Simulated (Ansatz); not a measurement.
# TiSeS monolayer, Janus under uniaxial strain along a, the zigzag direction, with the width clamped, part 2 of 2

Wanted: the shifts of the zone-centre modes of TiSeS monolayer, Janus with strain.

Ansatz 0.2.0; DFT PBEsol, scalar-relativistic, plane waves, PAW; PAW set soft_1.

So far. Step 4 (Tight relaxation): The largest force component left is 0.21 meV/Å, within the tolerances set.

## Step 5: Modes at rest

Phonons follow from the second derivative of the energy, found here by linear response.

The modes at rest are the reference of the series.

input.yaml reads:

```yaml
crystal:
  lattice:
    - [3.4099453813, 0.0, 0.0]
    - [-1.7049726907, 2.9530993257, 0.0]
    - [0.0, 0.0, 30.0]
  atoms:
    - { symbol: Ti, position: [0.0, 0.0, 0.3353131118] }
    - { symbol: S, position: [0.3333333333, 0.6666666667, 0.3801394222] }
    - { symbol: Se, position: [0.6666666667, 0.3333333333, 0.2812141327] }
  periodic: [true, true, false]
kpoints:
  mp_grid: { grid: [15, 15, 1] }
hamiltonian:
  xc: pbesol
  pseudopotentials: { kind: paw, azcp: { folder: soft_1 }, xc_functional: pbe }
scf:
  occupations: { method: methfessel_paxton, width: 0.2 }
output:
  eigenvalues: true
phonons:
  method: dfpt
```

Command:

```
$ ansatz run input.yaml --threads 8 --pin off --max-ram 16384MiB --backend cpu --events-out ev --progress --plain --runs-dir out
```

Numbers of over 12 decimals in the logs are rounded to 6 here.

Log:

```text
[...]
Crystal: 3 atoms, lattice volume = 302.097 Å³
Basis set: ecut = 420 eV, 5909 PW (Γ), exchange–correlation on 48×48×432 points (8 copies of the dense FFT grid, shifted against one another)
Bands: 21, of which v1, the nominal top of the filled ones, is band 17 counted from 1 (16 counted from 0)
Symmetry: 6 space group operations
k-points: 64 of 225 (irreducible under 2 space group operations, time reversal used)
[...]
SCF iter   1: F=—  HF=-8787.423794 eV  |F-HF|=—  |Δ(HF+E_count)|=         —  Δρ=2.58e-2  dr2=2.58e0  ethr=3.10e-3  ⟨swp⟩=14.7  Hψ=10983  notcnv=0
[...]
SCF iter  13: F=-8786.704280 eV  HF=-8786.704280 eV  |F-HF|=4.73e-11  |Δ(HF+E_count)|=  5.64e-10  S|Δr|=    0.00e0  Δρ=1.30e-8  dr2=5.36e-13  ethr=1.00e-12  ⟨swp⟩=13.2  Hψ=9273  notcnv=0
SCF 1 converged in 13 iterations: F = -8786.704280 eV  dr2 = 5.36e-13
[...]
DFPT response loops at Γ: preconditioner auto → none (partly filled bands, converged f_vac=0.775); β = 0.50; Broyden in place of MSR1
SCF converged after 13 iterations
[...]
Free energy (F): -8786.704280 eV
[...]
Internal energy: -8786.705152 eV  (E = F + TS)
E sigma→0 (E₀):  -8786.704498 eV
Entropy (-TS):   0.000872 eV (0.291 meV/atom)
Fermi energy:    -5.438118 eV
[...]
--- Band table (eV; the first three rows and the last of 64) ---
  k-point 0: bands = [... 13 lower, -8.1148, -7.1051, -4.9839, -4.9839, -4.9358, -4.9358, -4.4495, -1.7017]
  k-point 1: bands = [... 13 lower, -8.1007, -6.9410, -5.6232, -5.4074, -4.7853, -4.5289, -4.2510, -1.9633]
  k-point 2: bands = [... 13 lower, -8.0668, -6.7714, -6.4757, -5.8180, -4.8455, -4.1756, -4.0168, -2.4075]
  k-point 63: bands = [... 13 lower, -8.5493, -8.4597, -7.8293, -7.2232, -4.5884, -4.0200, -3.6678, -2.6761]
--- Phonons (Γ-DFPT): 6 representative perturbations + reference, on 64 of 225 k-points (Σ response iterations 27) ---
  k mesh reduced under 2 symmetry operations, with k and −k counted as one. Each operation leaves every solved perturbation unchanged. A smaller set is not used because it would not reduce the number of displacements times k-points to solve
  ASR residual: 5.571e-5 → 0.000e0 eV/Å²; symmetrization residual: 3.074e-5 eV/Å²
  ASR residual per site (eV/Å²): 5.57e-5 2.96e-5 2.33e-5
  Γ frequencies (cm⁻¹): 0.00 0.00 0.00 126.05 126.05 231.33 231.33 245.44 370.87
  non-analytic LO–TO correction: not included (Born effective charges unavailable; polar crystals: no LO–TO splitting at Γ)
```

Wall time 36 s (8 threads of INTEL XEON PLATINUM 8581C at 2.10GHz (Emerald Rapids), shared host); peak memory 1.9 GiB; 4.1 min of CPU time.

This step gave:

```yaml
sum_rule_residual_before_enforcement: 5.57e-5 eV/Å²
point_group: 3m
highest_optical_mode_at_the_zone_centre_no_lo_to_term: 370.9 cm⁻¹
lowest_optical_zone_centre_mode: 126.0 cm⁻¹
```

Patterns of degenerate modes are one choice out of their space. Modes at Γ, with each element's share of the kinetic energy:

| mode | frequency (cm⁻¹) | symmetry | Ti % | S % | Se % |
| --- | --- | --- | --- | --- | --- |
| 1 | 0.0 | acoustic | 30 | 20 | 50 |
| 2 | 0.0 | acoustic | 30 | 20 | 50 |
| 3 | 0.0 | acoustic | 30 | 20 | 50 |
| 4 | 126.0 | E | 51 | 4 | 46 |
| 5 | 126.0 | E | 51 | 4 | 46 |
| 6 | 231.3 | E | 19 | 76 | 5 |
| 7 | 231.3 | E | 19 | 76 | 5 |
| 8 | 245.4 | A1 | 15 | 38 | 48 |
| 9 | 370.9 | A1 | 55 | 42 | 3 |

Displacements in mode 5 (126.0 cm⁻¹), the largest set to 1:
```
Ti1  0.08  1.00  0.00
S2   0.03  0.33  0.00
Se3 -0.06 -0.74  0.00
```

Displacements in mode 8 (245.4 cm⁻¹), the largest set to 1:
```
Ti1  0.00  0.00 -0.51
S2   0.00  0.00 -1.00
Se3  0.00  0.00  0.71
```

Before it was imposed, the acoustic sum rule was missed by 5.6e-5 eV/Å². Small misses are needed for a sound result but don't prove that mesh and cutoff are converged. The lowest optical mode is real, 126 cm⁻¹.

## Step 6: Relaxation of a member: uniaxial strain of +5 % along a, the zigzag direction, with the width clamped

The cell takes a uniaxial strain of +5 % along a, the zigzag direction, with the width clamped. The cell is held, and the atoms relax in it.

input.yaml, the sections that differ from step 5:

```yaml
crystal:
  lattice:
    - [3.5804426503, 0.0, 0.0]
    - [-1.7902213252, 2.9530993257, 0.0]
    - [0.0, 0.0, 30.0]
  atoms:
    - { symbol: Ti, position: [-0.0013831963, -0.0027663926, 0.335426368] }
    - { symbol: S, position: [0.3365301221, 0.6730602442, 0.3790697132] }
    - { symbol: Se, position: [0.6648530743, 0.3297061485, 0.2821705855] }
  periodic: [true, true, false]
output:
  forces: true
  stress: true
  eigenvalues: true
relax:
  adjacent_minimum: "off"
  f_tol: 0.001
  max_steps: 60
# kpoints, hamiltonian, scf: as in step 5
# phonons: removed
```

Log:

```text
[...]
F+E_penalty+E_count = -8786.65344869 eV   max|allowed force component| = 5.258e-4 eV/Å
  cell:  # Å, volume = 317.2021 Å³
    - [3.5804426503, 3.031088878304858e-11, 0.0]
    - [-1.790221325175, 2.953099, 0.0]
    - [0.0, 0.0, 30.0]
  atoms:
    - { symbol: Ti, position: [-0.00184942, -0.00369885, 0.335466] }
    - { symbol: S, position: [0.337315, 0.674630, 0.378804] }
    - { symbol: Se, position: [0.664534, 0.329069, 0.282397] }
[key lines of the parts left out:]
SCF converged after 7 iterations
Free energy (F): -8786.653449 eV
Fermi energy:    -5.467792 eV
P = ½ c Tr σ = -1.8974 N/m
```

The job ended after 20 s (8 threads; peak memory 1.1 GiB).

Relaxation path:

| step | energy less that of the first step (eV) | largest force component (eV/Å) |
| --- | --- | --- |
| 1 | 0.0000 | 0.0865 |
| 2 | -0.0005 | 0.0595 |
| 3 | -0.0007 | 0.0141 |
| 4 | -0.0007 | 0.0052 |
| 5 | -0.0007 | 0.0005 |

Forces are held to the 2 operations that the run works with; a distortion that breaks them can't arise in this run.

Final coordinates:

```xyz
3
Lattice="3.5804 0.0000 0.0000 -1.7902 2.9531 0.0000 0.0000 0.0000 30.0000" Properties=species:S:1:pos:R:3
Ti    0.0000   -0.0109   10.0640
S     0.0000    1.9923   11.3641
Se    1.7902    0.9718    8.4719
```

This step gave:

```yaml
area_per_atom: 3.524 Å²
```

The largest force component left is 0.53 meV/Å.

## Step 7: Modes of this member: uniaxial strain of +5 % along a, the zigzag direction, with the width clamped

The zone-centre modes follow for uniaxial strain of +5 % along a, the zigzag direction, with the width clamped.

input.yaml, the sections that differ from step 6:

```yaml
crystal:
  lattice:
    - [3.5804426503, 0.0, 0.0]
    - [-1.7902213252, 2.9530993257, 0.0]
    - [0.0, 0.0, 30.0]
  atoms:
    - { symbol: Ti, position: [-0.0018494241, -0.0036988482, 0.335465783] }
    - { symbol: S, position: [0.3373151154, 0.6746302307, 0.3788042375] }
    - { symbol: Se, position: [0.6645343088, 0.3290686175, 0.2823966463] }
  periodic: [true, true, false]
output:
  eigenvalues: true
phonons:
  method: dfpt
# kpoints, hamiltonian, scf: as in step 6
# relax: removed
```

Log:

```text
zone centre: on kpoints.mp_grid the ground state, and the responses unless they are solved on pairs of k-points, stand on 64 of the mesh's 225 k-points, reduced under 2 symmetry operations, with k and −k counted as one. Each operation leaves every solved displacement unchanged or reverses it
[...]
Crystal: 3 atoms, lattice volume = 317.202 Å³
Basis set: ecut = 420 eV, 6181 PW (Γ), exchange–correlation on 48×48×432 points (8 copies of the dense FFT grid, shifted against one another)
Bands: 21, of which v1, the nominal top of the filled ones, is band 17 counted from 1 (16 counted from 0)
Symmetry: 2 space group operations
k-points: 64 of 225 (time reversal used)
[...]
SCF iter   1: F=—  HF=-8787.407089 eV  |F-HF|=—  |Δ(HF+E_count)|=         —  Δρ=2.73e-2  dr2=2.96e0  ethr=3.10e-3  ⟨swp⟩=14.2  Hψ=10723  notcnv=0
[...]
SCF iter  14: F=-8786.653449 eV  HF=-8786.653449 eV  |F-HF|=6.00e-11  |Δ(HF+E_count)|=   1.68e-9  S|Δr|=    0.00e0  Δρ=2.71e-8  dr2=2.66e-12  ethr=1.00e-12  ⟨swp⟩=13.0  Hψ=10802  notcnv=0
SCF 1 converged in 14 iterations: F = -8786.653449 eV  dr2 = 2.66e-12
[...]
SCF converged after 14 iterations
[...]
Free energy (F): -8786.653449 eV
[...]
Internal energy: -8786.656388 eV  (E = F + TS)
E sigma→0 (E₀):  -8786.654183 eV
Entropy (-TS):   0.002939 eV (0.980 meV/atom)
Fermi energy:    -5.467795 eV
[...]
--- Band table (eV; the first three rows and the last of 64) ---
  k-point 0: bands = [... 13 lower, -8.2247, -6.9498, -5.3758, -5.2491, -5.1537, -4.9738, -4.4526, -1.9495]
  k-point 1: bands = [... 13 lower, -8.4136, -6.8003, -5.7816, -5.6810, -4.8763, -4.8618, -4.3052, -2.0944]
  k-point 2: bands = [... 13 lower, -8.4488, -6.6880, -6.4230, -6.2119, -4.9116, -4.4950, -4.1207, -2.5189]
  k-point 63: bands = [... 13 lower, -8.6318, -8.4715, -7.8037, -7.1425, -4.7031, -4.2008, -4.0654, -2.7646]
[...]
ASR residual: 5.786e-5 → 0.000e0 eV/Å²; symmetrization residual: 2.303e-5 eV/Å²
  ASR residual per site (eV/Å²): 5.79e-5 4.53e-5 2.37e-5
  Γ frequencies (cm⁻¹): 0.00 0.00 0.00 125.57 125.77 225.78 229.75 240.40 349.50
[...]
```

Elapsed: 52 s, on 8 threads; peak memory 1.9 GiB; 5.9 min of CPU time.

This step gave:

```yaml
sum_rule_residual_before_enforcement: 5.79e-5 eV/Å²
point_group: m
highest_optical_mode_at_the_zone_centre_no_lo_to_term: 349.5 cm⁻¹
lowest_optical_zone_centre_mode: 125.6 cm⁻¹
```

Patterns of degenerate modes are one choice out of their space. The modes at Γ (shares of kinetic energy by element, %):

| mode | frequency (cm⁻¹) | symmetry | Ti % | S % | Se % |
| --- | --- | --- | --- | --- | --- |
| 1 | 0.0 | acoustic | 30 | 20 | 50 |
| 2 | 0.0 | acoustic | 30 | 20 | 50 |
| 3 | 0.0 | acoustic | 30 | 20 | 50 |
| 4 | 125.6 | A'' | 49 | 4 | 46 |
| 5 | 125.8 | A' | 53 | 2 | 44 |
| 6 | 225.8 | A' | 16 | 78 | 6 |
| 7 | 229.8 | A'' | 20 | 75 | 4 |
| 8 | 240.4 | A' | 15 | 38 | 48 |
| 9 | 349.5 | A' | 55 | 42 | 3 |

Displacements in mode 4 (125.6 cm⁻¹), the largest set to 1:
```
Ti1  1.00  0.00  0.00
S2   0.36  0.00  0.00
Se3 -0.75  0.00  0.00
```

Displacements in mode 5 (125.8 cm⁻¹), the largest set to 1:
```
Ti1  0.00  1.00 -0.09
S2   0.00  0.25 -0.03
Se3  0.00 -0.71  0.07
```

The lowest optical mode is real, 126 cm⁻¹, and the highest lies at 349.5 cm⁻¹.

Between step 5 and this run (strain 5 %) the value for the highest optical mode at the zone centre (no LO-TO term) moves from 371 cm⁻¹ to 350 cm⁻¹ (-6 %).

## Step 8: Relaxation of a member: uniaxial strain of -3 % along a, the zigzag direction, with the width clamped

The cell takes a uniaxial strain of -3 % along a, the zigzag direction, with the width clamped. The cell is held, and the atoms relax in it.

input.yaml, the sections that differ from step 7:

```yaml
crystal:
  lattice:
    - [3.3076470199, 0.0, 0.0]
    - [-1.65382351, 2.9530993257, 0.0]
    - [0.0, 0.0, 30.0]
  atoms:
    - { symbol: Ti, position: [0.0006031478, 0.0012062956, 0.3352830236] }
    - { symbol: S, position: [0.3315923386, 0.6631846772, 0.3806783391] }
    - { symbol: Se, position: [0.6678045136, 0.3356090272, 0.280705304] }
  periodic: [true, true, false]
output:
  forces: true
  stress: true
  eigenvalues: true
relax:
  adjacent_minimum: "off"
  f_tol: 0.001
  max_steps: 60
# kpoints, hamiltonian, scf: as in step 7
# phonons: removed
```

Log:

```text
[...]
Crystal: 3 atoms, lattice volume = 293.034 Å³
Basis set: ecut = 420 eV, 5793 PW (Γ), exchange–correlation on 48×48×432 points (8 copies of the dense FFT grid, shifted against one another)
Bands: 21, of which v1, the nominal top of the filled ones, is band 17 counted from 1 (16 counted from 0)
Symmetry: 2 space group operations
[...]
F+E_penalty+E_count = -8786.68408437 eV   max|allowed force component| = 2.595e-4 eV/Å
  cell:  # Å, volume = 293.0343 Å³
    - [3.3076470199, 2.8001492029503605e-11, 0.0]
    - [-1.653823509975, 2.953099, 0.0]
    - [0.0, 0.0, 30.0]
  atoms:
    - { symbol: Ti, position: [0.000840258, 0.00168052, 0.335274] }
    - { symbol: S, position: [0.330710, 0.661419, 0.380949] }
    - { symbol: Se, position: [0.668450, 0.336900, 0.280444] }
[key lines of the parts left out:]
SCF converged after 5 iterations
Free energy (F): -8786.684084 eV
Fermi energy:    -5.402522 eV
P = ½ c Tr σ = 1.3189 N/m
```

Wall time 19 s (8 threads); peak memory 1 GiB; 2.3 min of CPU time.

The steps of the relaxation:

| step | energy less that of the first step (eV) | largest force component (eV/Å) |
| --- | --- | --- |
| 1 | 0.0000 | 0.1021 |
| 2 | -0.0008 | 0.0489 |
| 3 | -0.0009 | 0.0111 |
| 4 | -0.0009 | 0.0024 |
| 5 | -0.0009 | 0.0003 |

Forces are held to the 2 operations that the run works with; a distortion that breaks them can't arise in this run.

Final coordinates:

```
Ti S Se
1.0
     3.30765    0.00000    0.00000
    -1.65382    2.95310    0.00000
     0.00000    0.00000   30.00000
Ti S Se
1 1 1
Direct
  0.00084 0.00168 0.33527
  0.33071 0.66142 0.38095
  0.66845 0.33690 0.28044
```

Numbers from this step:

```
area per atom : 3.256 Å²
```

The largest force component left is 0.26 meV/Å.

## Step 9: Modes of this member: uniaxial strain of -3 % along a, the zigzag direction, with the width clamped

The zone-centre modes follow for uniaxial strain of -3 % along a, the zigzag direction, with the width clamped.

input.yaml, the sections that differ from step 8:

```yaml
crystal:
  lattice:
    - [3.3076470199, 0.0, 0.0]
    - [-1.65382351, 2.9530993257, 0.0]
    - [0.0, 0.0, 30.0]
  atoms:
    - { symbol: Ti, position: [0.0008402581, 0.0016805161, 0.3352744628] }
    - { symbol: S, position: [0.3307097268, 0.6614194536, 0.3809486671] }
    - { symbol: Se, position: [0.6684500151, 0.3369000303, 0.2804435368] }
  periodic: [true, true, false]
output:
  eigenvalues: true
phonons:
  method: dfpt
# kpoints, hamiltonian, scf: as in step 8
# relax: removed
```

Log:

```text
[...]
Crystal: 3 atoms, lattice volume = 293.034 Å³
Basis set: ecut = 420 eV, 5793 PW (Γ), exchange–correlation on 48×48×432 points (8 copies of the dense FFT grid, shifted against one another)
Bands: 21, of which v1, the nominal top of the filled ones, is band 17 counted from 1 (16 counted from 0)
Symmetry: 2 space group operations
k-points: 64 of 225 (time reversal used)
[...]
k-point 2: bands = [... 13 lower, -7.7750, -6.8455, -6.5030, -5.5348, -4.8339, -3.9444, -3.9382, -2.3419]
  k-point 63: bands = [... 13 lower, -8.4991, -8.4288, -7.8248, -7.2535, -4.5194, -3.9785, -3.3239, -2.6229]
[...]
ASR residual: 5.734e-5 → 0.000e0 eV/Å²; symmetrization residual: 5.364e-6 eV/Å²
  ASR residual per site (eV/Å²): 5.73e-5 3.13e-5 2.56e-5
  Γ frequencies (cm⁻¹): 0.00 0.00 0.00 130.24 130.27 235.27 238.00 248.95 384.39
[...]
[key lines of the parts left out:]
SCF converged after 12 iterations
Free energy (F): -8786.684084 eV
Fermi energy:    -5.402522 eV
```

The job ended after 49 s (8 threads; peak memory 1.9 GiB; 5.5 min of CPU time).

Numbers from this step:

* sum-rule residual before enforcement: 5.73e-5 eV/Å²
* highest optical mode at the zone centre (no LO-TO term): 384.4 cm⁻¹
* lowest optical zone-centre mode: 130.2 cm⁻¹

Patterns of degenerate modes are one choice out of their space. The modes at Γ (shares of kinetic energy by element, %):

| mode | frequency (cm⁻¹) | symmetry | Ti % | S % | Se % |
| --- | --- | --- | --- | --- | --- |
| 1 | 0.0 | acoustic | 30 | 20 | 50 |
| 2 | 0.0 | acoustic | 30 | 20 | 50 |
| 3 | 0.0 | acoustic | 30 | 20 | 50 |
| 4 | 130.2 | A' | 47 | 6 | 47 |
| 5 | 130.3 | A'' | 48 | 5 | 47 |
| 6 | 235.3 | A'' | 22 | 74 | 3 |
| 7 | 238.0 | A' | 23 | 74 | 3 |
| 8 | 248.9 | A' | 15 | 38 | 47 |
| 9 | 384.4 | A' | 55 | 42 | 3 |

The lowest optical mode is real, 130 cm⁻¹, and the highest lies at 384.4 cm⁻¹.

For the highest optical mode at the zone centre (no LO-TO term), step 5 gave 371 cm⁻¹; this run, with strain -3 %, gives 384 cm⁻¹ (+4 %).

## Step 10: All members side by side

The members are set side by side, also those not shown above.

Energies are extrapolated to zero smearing, and E0 is that at rest; the cell is clamped and the atoms are relaxed; all runs use 15×15×1 k points and Methfessel-Paxton smearing of 0.2 eV. State of the crystal along the series:

| strain (%) | E - E0 (meV/atom) |
| --- | --- |
| -3 | 6.712 |
| -2 | 2.914 |
| -1 | 0.7086 |
| 0 | 0 |
| 1 | 0.6819 |
| 2 | 2.714 |
| 3 | 6.096 |
| 4 | 10.81 |
| 5 | 16.77 |

Optical modes are counted from below at rest and tracked from member to member by their patterns, and modes that stay within 0.3 cm⁻¹ of each other stand once; labels, where given, are those at rest, then, where named, those of the strained cell; the cell is clamped and the atoms are relaxed; all runs use 15×15×1 k points and Methfessel-Paxton smearing of 0.2 eV. Optical modes along the series:

| strain (%) | optical mode 1 E to A' single part (cm⁻¹) | optical mode 2 E to A'' single part (cm⁻¹) | optical mode 3 E to A' single part (cm⁻¹) | optical mode 4 E to A'' single part (cm⁻¹) | optical mode 5 A1 to A' (cm⁻¹) | optical mode 6 A1 to A' (cm⁻¹) |
| --- | --- | --- | --- | --- | --- | --- |
| -3 | 130.2 | 130.3 | 238 | 235.3 | 248.9 | 384.4 |
| -2 | 127.7 | 127.8 | 234.9 | 233.1 | 248.2 | 379.9 |
| -1 | 126.5 | 126 | 232.8 | 231.6 | 246.9 | 375.4 |
| 0 | 126 | 126 | 231.3 | 231.3 | 245.4 | 370.9 |
| 1 | 126.2 | 127.9 | 230.5 | 232.1 | 244.2 | 366.4 |
| 2 | 127.4 | 130.3 | 230.2 | 233.4 | 243.4 | 362 |
| 3 | 128.8 | 131.5 | 229.9 | 234 | 242.7 | 357.8 |
| 4 | 128.6 | 130.1 | 228.6 | 232.7 | 241.7 | 353.6 |
| 5 | 125.8 | 125.6 | 225.8 | 229.8 | 240.4 | 349.5 |

Value and slope at zero strain of a cubic (a lower polynomial where under five rows exist) through the rows within 2 % of rest. Slopes at rest:

| mode | frequency (cm⁻¹) | shift per percent of strain (cm⁻¹) |
| --- | --- | --- |
| optical mode 1 E to A' single part | 126 | -0.15 |
| optical mode 2 E to A'' single part | 126.2 | 1.06 |
| optical mode 3 E to A' single part | 231.3 | -1.08 |
| optical mode 4 E to A'' single part | 231.4 | 0.32 |
| optical mode 5 A1 to A' | 245.5 | -1.39 |
| optical mode 6 A1 to A' | 370.9 | -4.51 |

## Step 11: Summary of results

- members: 9
- highest optical mode at the zone centre (no LO-TO term), at rest: 370.9 cm⁻¹
- optical mode 3 E to A' single part, shift per percent: -1.08 cm⁻¹
- optical mode 4 E to A'' single part, shift per percent: 0.32 cm⁻¹
- optical mode 5 A1 to A', shift per percent: -1.39 cm⁻¹
- optical mode 6 A1 to A', shift per percent: -4.51 cm⁻¹

In words: The strain lowers the symmetry: the level at 231.3 cm⁻¹ splits, into 225.8 and 229.8 cm⁻¹ at +5 %. Within 2 % of rest several modes bend away from a straight line, so single slopes hold only near rest. The fastest shift in the table of slopes is -4.5 cm⁻¹ for each percent (optical mode 6 A1 to A'). The width is clamped, so the contraction across the strain that a free sheet shows is left out. These are harmonic frequencies at zero temperature: anharmonic shifts, linewidths and thermal expansion are left out. With no gap, or one that is small against the smearing, the frequencies hang on the k mesh and the smearing, most of all near Kohn anomalies. A semilocal functional can close a gap that the real compound would have, so the metallic treatment may be an artefact of the level. The starting cell was built on a prototype and not taken from a measurement. The PAW files were made for PBE; the program adapts parts of them to the functional of the run, but their partial waves stay those of PBE, an approximation that was not tested in this session. Only the zone centre was solved, so an instability at another wavevector cannot show here.

[Logs are printed without paths, hosts, clocks, repeated set-up lines and the standing remarks that a program may print on its own settings, such as how far it seeks lower states.]

[Hosts, paths, dates, database ids (printed as entryN), source tags and the programs' standing remarks are cut or masked in the printed files.]
